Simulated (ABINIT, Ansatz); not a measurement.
# Quasiparticle gap of Al2O3 (Corundum) in ABINIT, part 2 of 2

Wanted: ground state, empty states, screening and self-energy for Al2O3 (Corundum).

ABINIT 10.8.3; PBE and many-body steps on it, plane waves. Known limits of the many-body steps: not at the basis limit; coarse k mesh.

So far. Step 2 (Ground state): The gap is direct, at Γ. Step 3 (Empty states on the mesh, 2×2×2 mesh, 178 bands): On this mesh the gap is 6.266 eV.

### Step 4. Screening, 2×2×2 mesh, 162 bands, screening to 176.9 eV

The RPA dielectric matrix is built and inverted for each q.

This step: RPA screening on PBE, plane waves, norm-conserving pseudopotentials.

The input, run.abi:

```
acell 3*1.0 Angstrom
rprim 
  2.380249999995 1.374237978213 4.331866666707
  -2.380249999995 1.374237978213 4.331866666707
  -0.000000000000 -2.748475956495 4.331866666685
ntypat 2
znucl 13 8
natom 10
typat 1 1 1 1 2 2 2 2 2 2
xred 
  0.352160000000 0.352160000000 0.352160000000
  0.147840000000 0.147840000000 0.147840000000
  0.647840000000 0.647840000000 0.647840000000
  0.852160000000 0.852160000000 0.852160000000
  0.556680000000 0.943320000000 0.250000000000
  0.250000000000 0.556680000000 0.943320000000
  0.943320000000 0.250000000000 0.556680000000
  0.443320000000 0.056680000000 0.750000000000
  0.750000000000 0.443320000000 0.056680000000
  0.056680000000 0.750000000000 0.443320000000
pp_dirpath "pseudos"
pseudos "Al.upf, O.upf"
ecut 36
ngkpt 2 2 2
nshiftk 1
shiftk 0 0 0
kptopt 1
chksymbreak 0
istwfk *1
occopt 1
irdwfk 1
optdriver 3
nband 162
ecuteps 6.5
inclvkb 2
awtr 1
symchi 1
indata_prefix "in"
outdata_prefix "out"
tmpdata_prefix "tmp"
```

Launch:

```console
$ OMP_NUM_THREADS=1 mpirun -n 4 abinit run.abi > log
```

Numbers of over 12 decimals in the logs are rounded to 6 here.

Output:

```text
.Version 10.8.3 of ABINIT. v10.8.2 released Aug 2026.

 Symmetries : space group R-3 c (#167); Bravais hR (rhombohedral)
[... echo of the input left out ...]
== DATASET  1 ==================================================================
-   mpi_nproc: 4, omp_nthreads: 1 (-1 if OMP is not activated)

--- !DatasetInfo
iteration_state: {dtset: 1, }
dimensions: {natom: 10, nkpt: 4, mband: 162, nsppol: 1, nspinor: 1, nspden: 1, mpw: 5936, }
cutoff_energies: {ecut:  36.0, pawecutdg:  -1.0, }
electrons: {nelect:   4.80000000E+01, charge:   0.00000000E+00, occopt:   1.00000000E+00, tsmear:   1.00000000E-02, }

 SCREENING: Calculation of the susceptibility and dielectric matrices

 Based on a program developped by R.W. Godby, V. Olevano, G. Onida, and L. Reining.
 Incorporated in ABINIT by V. Olevano, G.-M. Rignanese, and M. Torrent.
.Using double precision arithmetic ; gwpc =  8

[... cell and pseudopotentials left out ...]
--------------------------------------------------------------------------------

 ==== K-mesh for the wavefunctions ====
 Number of points in the irreducible wedge :     4
[... list of points left out ...]
 Together with 12 symmetry operations and time-reversal symmetry
 yields     8 points in the full Brillouin Zone.

 ==== Q-mesh for the screening function ====
 Number of points in the irreducible wedge :     4
[... list of points left out ...]
 Together with 12 symmetry operations and time-reversal symmetry
 yields     8 points in the full Brillouin Zone.

 setmesh: FFT mesh size selected  =    40x   40x   40
          total number of points  =        64000

 vcoul_init : cutoff-mode = AUXILIARY_FUNCTION
 q-points for optical limit:   1
     1)      0.000010    0.000020    0.000030

- screening: taking advantage of time-reversal symmetry
- Maximum band index for partially occupied states nbvw = 24
- Remaining bands to be divided among processors   nbcw = 138
- Number of bands treated by each node ~34

 Number of electrons calculated from density =   48.0000; Expected =   48.0000
 average of density, n =  0.083663
 r_s =    1.4184
 omega_plasma =   27.9012 [eV]

 calculating chi0 at frequencies [eV] :
  1    0.000000E+00    0.000000E+00
  2    0.000000E+00    2.790117E+01

--------------------------------------------------------------------------------
  q-point number  1        q = ( 0.000000, 0.000000, 0.000000) [r.l.u.]
--------------------------------------------------------------------------------
[... chi0 elements left out ...]
 For q-point:  0.000010 0.000020 0.000030
  dielectric constant =   3.1028
  dielectric constant without local fields =   3.3297

  Average fulfillment of the sum rule on Im[epsilon] for q-point    1 :     64.16  [%]
[... wings left out ...]
  q-point number  2        q = ( 0.500000, 0.000000, 0.000000) [r.l.u.]
--------------------------------------------------------------------------------
[... chi0 elements left out ...]
  Average fulfillment of the sum rule on Im[epsilon] for q-point    2 :     69.33  [%]

 [... 2 further q-points ...]
```

Wall time 42 s (4 MPI ranks of Arm Neoverse V2, shared host); peak memory 1.5 GiB.

Numbers from this step:

```
ε∞ with local fields, on this mesh, along the program's q direction : 3.103
the same without local fields                                       : 3.330
plasma frequency                                                    : 27.90 eV
plane waves in the screening matrix                                 : 453
```

Local fields lower ε∞ by 7 %. On a Γ-centred mesh this coarse the value itself is usually too large, while a short band sum pulls it down.

### Step 5. Self-energy, 2×2×2 mesh, 162 bands, screening to 176.9 eV

The self-energy is evaluated for the states that the input lists, and the levels follow from it, in one-shot runs by the linearised quasiparticle equation.

This step: G0W0 on PBE, plane waves, norm-conserving pseudopotentials.

run.abi, as its differences from that of step 4:

```diff
@@ -31,8 +31,15 @@
 irdwfk 1
-optdriver 3
+optdriver 4
 nband 162
+gwcalctyp 0
+ecutsigx 36
+symsigma 1
+nkptgw 1
+kptgw 
+  0.0000000000 0.0000000000 0.0000000000
+bdgw 
+  22 26
 ecuteps 6.5
-inclvkb 2
-awtr 1
-symchi 1
+irdscr 1
+ppmodel 1
 indata_prefix "in"
```

Output:

```text
.Version 10.8.3 of ABINIT. v10.8.2 released Aug 2026.

 Symmetries : space group R-3 c (#167); Bravais hR (rhombohedral)
[... echo of the input left out ...]
== DATASET  1 ==================================================================
-   mpi_nproc: 4, omp_nthreads: 1 (-1 if OMP is not activated)

--- !DatasetInfo
iteration_state: {dtset: 1, }
dimensions: {natom: 10, nkpt: 4, mband: 162, nsppol: 1, nspinor: 1, nspden: 1, mpw: 5936, }
cutoff_energies: {ecut:  36.0, pawecutdg:  -1.0, }
electrons: {nelect:   4.80000000E+01, charge:   0.00000000E+00, occopt:   1.00000000E+00, tsmear:   1.00000000E-02, }

 SIGMA: Calculation of the GW corrections

 Based on a program developped by R.W. Godby, V. Olevano, G. Onida, and L. Reining.
 Incorporated in ABINIT by V. Olevano, G.-M. Rignanese, and M. Torrent.
.Using double precision arithmetic ; gwpc =  8

[... cell and pseudopotentials left out ...]
--------------------------------------------------------------------------------

 ==== K-mesh for the wavefunctions ====
 Number of points in the irreducible wedge :     4
[... list of points left out ...]
 Together with 12 symmetry operations and time-reversal symmetry
 yields     8 points in the full Brillouin Zone.

 ==== Q-mesh for screening function ====
 Number of points in the irreducible wedge :     4
[... list of points left out ...]
 Together with 12 symmetry operations and time-reversal symmetry
 yields     8 points in the full Brillouin Zone.

 vcoul_init : cutoff-mode = AUXILIARY_FUNCTION
 q-points for optical limit:   1
     1)      0.000010    0.000020    0.000030
 setmesh: FFT mesh size selected  =    54x   54x   54
          total number of points  =       157464

 Number of electrons calculated from density =   48.0000; Expected =   48.0000
 average of density, n =  0.083663
 r_s =    1.4184
 omega_plasma =   27.9012 [eV]

 === KS Band Gaps ===
  >>>> For spin  1
   Minimum direct gap =   6.2663 [eV], located at k-point      :   0.0000  0.0000  0.0000
   Fundamental gap    =   6.2663 [eV], Top of valence bands at :   0.0000  0.0000  0.0000
                                       Bottom of conduction at :   0.0000  0.0000  0.0000
 SIGMA fundamental parameters:
 PLASMON POLE MODEL  1
 number of plane-waves for SigmaX                 5879
 number of plane-waves for SigmaC and W            453
 number of plane-waves for wavefunctions          5879
 number of bands                                   162
 number of independent spin polarizations            1
 number of spinorial components                      1
 number of k-points in IBZ                           4
 number of q-points in IBZ                           4
 number of symmetry operations                      12
 number of k-points in BZ                            8
 number of q-points in BZ                            8
 number of frequencies for dSigma/dE                 9
 frequency step for dSigma/dE [eV]                0.25
 number of omega for Sigma on real axis              0
 max omega for Sigma on real axis  [eV]           0.00
 zcut for avoiding poles [eV]                     0.10

 EPSILON^-1 parameters (SCR file):
 dimension of the eps^-1 matrix on file            453
 dimension of the eps^-1 matrix used               453
 number of plane-waves for wavefunctions          5879
 number of bands                                   162
 number of q-points in IBZ                           4
 number of frequencies                               2
 number of real frequencies                          1
 number of imag frequencies                          1

 matrix elements of self-energy operator (all in [eV])

 Perturbative Calculation

--- !SelfEnergy_ee
iteration_state: {dtset: 1, }
kpoint     : [   0.000,    0.000,    0.000, ]
spin       : 1
KS_gap     :    6.266
QP_gap     :    8.357
Delta_QP_KS:    2.091
data: !SigmaeeData |
     Band     E0 <VxcDFT>   SigX SigC(E0)      Z dSigC/dE  Sig(E)    E-E0       E
       22   5.137 -20.469 -25.362   4.145   0.820  -0.219 -21.083  -0.614   4.523
       23   5.137 -20.469 -25.362   4.145   0.820  -0.219 -21.083  -0.614   4.523
       24   5.182 -20.399 -25.232   4.102   0.821  -0.218 -20.999  -0.600   4.582
       25  11.448 -13.775  -8.656  -3.377   0.856  -0.168 -12.284   1.491  12.939
       26  14.369 -11.418  -5.974  -3.756   0.865  -0.156  -9.958   1.460  15.829

== END DATASET(S) ==============================================================
================================================================================

 -outvars: echo values of variables after computation  --------
           etotal      0.0000000000E+00
            nband         162
             nkpt           4
          spgroup         167
 [... the other variables as echoed above ...]

 Calculation completed.
```

Run time: 9.4 s. Hardware: 4 MPI ranks; peak memory 1.3 GiB; 37 s of CPU time.

This step gave:

| Property | Result |
| --- | --- |
| G0W0 gap on the points computed | 8.357 eV |
| starting gap on the mesh | 6.266 eV |
| k of the valence top | 0, 0, 0 |
| k of the conduction bottom | 0, 0, 0 |
| Z at the valence top | 0.821 |
| Z at the conduction bottom | 0.856 |
| least direct G0W0 gap on the computed points | 8.357 eV |

The gap on the mesh goes from 6.27 eV to 8.36 eV, a correction of +2.09 eV.

Limits: finite bands, cutoff and mesh; coarse k mesh. v1 is the top filled band, c1 the lowest empty one. The levels before and after the correction (eV, zero at the valence-band top of each column):

```csv
,conduction bottom,valence top
Kohn-Sham,6.27,0.00
G0W0,8.36,0.00
```

```csv
,level,energy (eV)
Kohn-Sham,Γ v3-v2,-0.045
Kohn-Sham,Γ v1,0.000
Kohn-Sham,Γ c1,6.266
Kohn-Sham,Γ c2,9.188
G0W0,Γ v3-v2,-0.059
G0W0,Γ v1,0.000
G0W0,Γ c1,8.357
G0W0,Γ c2,11.247
```

### Step 6. Where the time went

Times are wall times on 4 MPI ranks of Arm Neoverse V2, shared host, good to a factor of about two.

```csv
step,time,share,memory (GiB)
ground state,70 s,42 %,0.47
empty states on the mesh,44 s,27 %,0.41
screening,42 s,25 %,1.5
self-energy,9.4 s,6 %,1.3
```

### Step 7. Outcome

```yaml
pbe_gap: 6.27 eV, direct
g0w0_gap_on_the_mesh: 8.36 eV
gw_settings: 2×2×2 mesh, 162 bands, screening to 176.9 eV, Godby-Needs plasmon pole
known_limits: not at the basis limit; coarse k mesh
```

**Reading.** G0W0 moves the gap on the mesh from 6.27 eV to 8.36 eV (+2.09 eV), with Z of 0.82 and 0.86 at the edges. Local fields lower the RPA ε∞ on this mesh from 3.33 to 3.10; a Γ-centred mesh this coarse tends to raise both, most where the direct gap is narrow, while a short band sum lowers them. Only 1 of the mesh's irreducible points was corrected, so a valley elsewhere could overtake. The dearest step here is «ground state». Against experiment, by G0W0@PBE: the gap of 8.36 eV lies −0.34 eV from the measured 8.7 eV (optical, quoted 2018). An exciton line or allowed optical edge lies below the quasiparticle gap by the binding energy; a forbidden edge can push the onset above it. The calculation has static nuclei and no excitons; a measured gap holds zero-point and thermal motion, which mostly lowers it. Bands and cutoff are finite, so the gap is not at the basis limit. The miss can reach some tenths of an eV and take either sign; the mesh is an error of its own. In the G0W0 run levels were corrected at 1 k point alone, so a gap called «on the mesh» is the least over those, and an edge elsewhere would be missed. The 2×2×2 mesh is coarse for this cell, which bears on the long-range parts of exchange and screening.

[Paths, hosts, dates, memory and timing lines, banners, echoed tables and standing remarks are left out of the program output.]

[Logs are printed without paths, hosts, clocks, repeated set-up lines and the standing remarks that a program may print on its own settings, such as how far it seeks lower states.]

[Runs of the session that timed out or met a known fault of the program may be left out.]

[Hosts, paths, dates, database ids (printed as entryN), source tags and the programs' standing remarks are cut or masked in the printed files.]

[G0W0 gaps are taken among the corrected bands and points alone; a level outside them can change the order at an edge.]

[Where Ansatz stands beside ABINIT at settings called matched, ABINIT's density can come from a denser mesh and the files from another edition; pairs whose starting gaps differed by over 0.03 eV were left out, so agreement reads better than it is.]
